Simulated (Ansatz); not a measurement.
# Squeezing and shearing glassy 69GeO2-31ZnO (mol %) (78 atoms): runs compared

Aim: relax glassy 69GeO2-31ZnO (mol %) (78 atoms), then change its volume and shape to read moduli from the stress.

Computed with Ansatz 0.2.0: Kohn-Sham DFT, PBE, PAW (set soft_1), plane waves.

### 1. The cell as built

The cell holds 78 atoms: 20 Ge, 9 Zn and 49 O. Cell: a = 10.468 Å, b = 10.468 Å, c = 10.468 Å, α = 90.0°, β = 90.0°, γ = 90.0°. 78 atoms (20 Ge, 9 Zn, 49 O) placed at random at 3.98 g/cm³, melted at 4000 K for 10 ps at fixed volume with the Morse and Coulomb pair potential with partial charges (Pedone, Malavasi, Menziani, Cormack and Segre, J. Phys. Chem. B 110, 11780 (2006)). Quenched from 4000 K to 300 K at 20 K/ps and fixed volume, held 10 ps at zero pressure.

What the set-up can't give: The quench rate of 20 K/ps far exceeds what a furnace or splat quench reaches, so expect more defects and frozen-in strain than in a real sample. The network of bonds at the start is that of the classical potential that made the cell, and needn't be the one that DFT or experiment would give. Sampling is at Γ alone.

### 2. The reference run

The reference is a single point at the end of the relaxation.

Every strained cell starts from the geometry of this run, and its atoms are relaxed with the cell held.

Its input, with most atom lines left out:

```yaml
crystal:
  lattice:
    - [10.2064, 0.41065, -0.08023]
    - [0.41065, 10.277, -0.14991]
    - [-0.08023, -0.14991, 10.58776]
  atoms:
    - { symbol: Ge, position: [0.41477, 0.07673, 0.32357] }
    - { symbol: Ge, position: [0.76665, 0.36705, 0.6358] }
    - { symbol: Ge, position: [0.52092, 0.33484, 0.8277] }
    - { symbol: Ge, position: [0.62028, 0.01068, 0.53155] }
    - { symbol: Ge, position: [0.18579, 0.03246, 0.51908] }
    - { symbol: Ge, position: [0.10314, 0.96484, 0.19635] }
    - { symbol: Ge, position: [0.67467, 0.01594, 0.14829] }
    [... atom lines 8 to 78 left out ...]
kpoints:
  mp_grid: { grid: [1, 1, 1] }
hamiltonian:
  xc: pbe
  pseudopotentials: { kind: paw, azcp: { folder: soft_1 } }
scf:
  occupations: { method: fixed }
output:
  forces: true
  stress: true
  populations: true
  dos:
    method: { smearing: { sigma: 0.15 } }
    de: 0.1
    projected: { site_lists: { Ge: [Ge], O: [O], Zn: [Zn] } }
  eigenvalues: true
  write_density: true
  write_potential: true
  volumetric_format: npy
```

```
free energy per atom   : -1840.6367 eV/atom
r.m.s. force component : 0.00346 eV/Å
pressure               : -0.002034 GPa
```

Filled and empty levels are parted by 1.95 eV (at Γ alone); a semilocal functional tends to put such gaps too low. In a disordered cell it changes from sample to sample, and tail or defect levels can set it.

### 3. The runs

Each row is one run, on 4 threads of Arm Neoverse V1, shared host. The free energy is the program's total, comparable only between runs with the same functional, potentials and atoms.

```
                                 run  atoms    outcome  ionic steps, all passes  free energy (eV)     time  host memory (GiB)
           Single point at the start     78  converged                        -       -143559.969     18 s                1.5
              Cell and atoms relaxed     78  converged                       24       -143569.661  5.4 min                1.5
Single point at the relaxed geometry     78  converged                        -       -143569.661     26 s                1.6
                         Volume -3 %     78  converged                        9       -143569.499  2.5 min                1.5
                         Volume +3 %     78  converged                        8       -143569.512  2.4 min                1.6
                         Volume -6 %     78  converged                        9       -143569.004  2.4 min                1.5
                         Volume +6 %     78  converged                        7       -143569.075  2.2 min                1.6
                        Volume -10 %     78  converged                       11       -143567.840  2.8 min                1.5
            Stretched by 1 % along x     78  converged                        3       -143569.625     53 s                1.6
           Compressed by 1 % along x     78  converged                        5       -143569.627     88 s                1.6
                Sheared by 2 % in xy     78  converged                        5       -143569.635     86 s                1.6
```

In some runs the program notes that the SCF threshold is loose for the stress.

### 4. Pressure against volume

Atoms are relaxed at each volume, in the scaled cell.

```
volume change (%)  volume (Å³/atom)  energy change (meV/atom)  pressure (GPa)  largest move on relaxing (Å)  bonds  gap (eV)
              -10            12.790                     23.35            5.67                          0.92    124                1.92
               -6            13.359                      8.42            3.16                          0.43    121                1.99
               -3            13.785                      2.07            1.60                          0.20    118                2.00
               +0            14.211                      0.00            0.00                             -    118                1.95
               +3            14.638                      1.91           -1.48                          0.15    118                1.89
               +6            15.064                      7.52           -2.73                          0.34    117                1.83
```

### 5. Uniaxial strain and shear

Stress (GPa, compression positive) less that of the relaxed cell, atoms relaxed:

```
                   strain      xx      yy      zz      xy  energy change (meV/atom)
 stretched by 1 % along x  -1.153  -0.314  -0.462  -0.021                      0.46
compressed by 1 % along x   1.043   0.218   0.405   0.008                      0.44
     sheared by 2 % in xy  -0.027  -0.169  -0.084  -0.457                      0.34
```

### 6. Findings

The bulk modulus, from the slope of pressure against ln V over the three points nearest the relaxed volume, is 51.2 GPa; between neighbouring points the slope runs 58, 50, 52, 50 and 44 GPa from the smallest volume up, without a steady fall, so no pressure derivative is given. The count of bonds runs from 117 to 124 over the series, so at some points contacts cross the cutoffs. At -10 % some atom moved by over 0.5 Å on relaxing, so that point may sit in another local minimum. The gap goes from 1.92 eV at the smallest volume to 1.83 eV at the largest, not monotonically (lowest 1.83, highest 2.00 eV), on the run's k-points. In the Cartesian axes of the cell, finite differences give C11 = 110, C12 = 26.6, C13 = 43.4 and C66 = 22.8 GPa (the shear of 2 % is the engineering strain, εxy = 0.01). The mean of C11, C12 and C13, which equals the bulk modulus in a cubic or isotropic solid, is 59.9 GPa: it lies 17 % over the bulk modulus from the volumes. For an isotropic solid C66 would equal (C11 − C12)/2 = 41.6 GPa; so small a sample needn't be isotropic, and C66 rests on one shear. The two differ too much for isotropic moduli to be formed.

Caveats: Strains are finite and relaxations stop at the force tolerance of the input, which can leave moduli too stiff; they are those of a static cell at zero temperature. Volumes are changed with the cell's shape held, so in an anisotropic solid the modulus lies over the one under free hydrostatic load. The program notes that the SCF threshold of the relaxations is loose for the stress.

The DFT runs together took 22 min of wall time.

[Logs are printed without paths, hosts, clocks, repeated set-up lines and the standing remarks that a program may print on its own settings, such as how far it seeks lower states.]

[Hosts, paths, dates, database ids (printed as entryN), source tags and the programs' standing remarks are cut or masked in the printed files.]
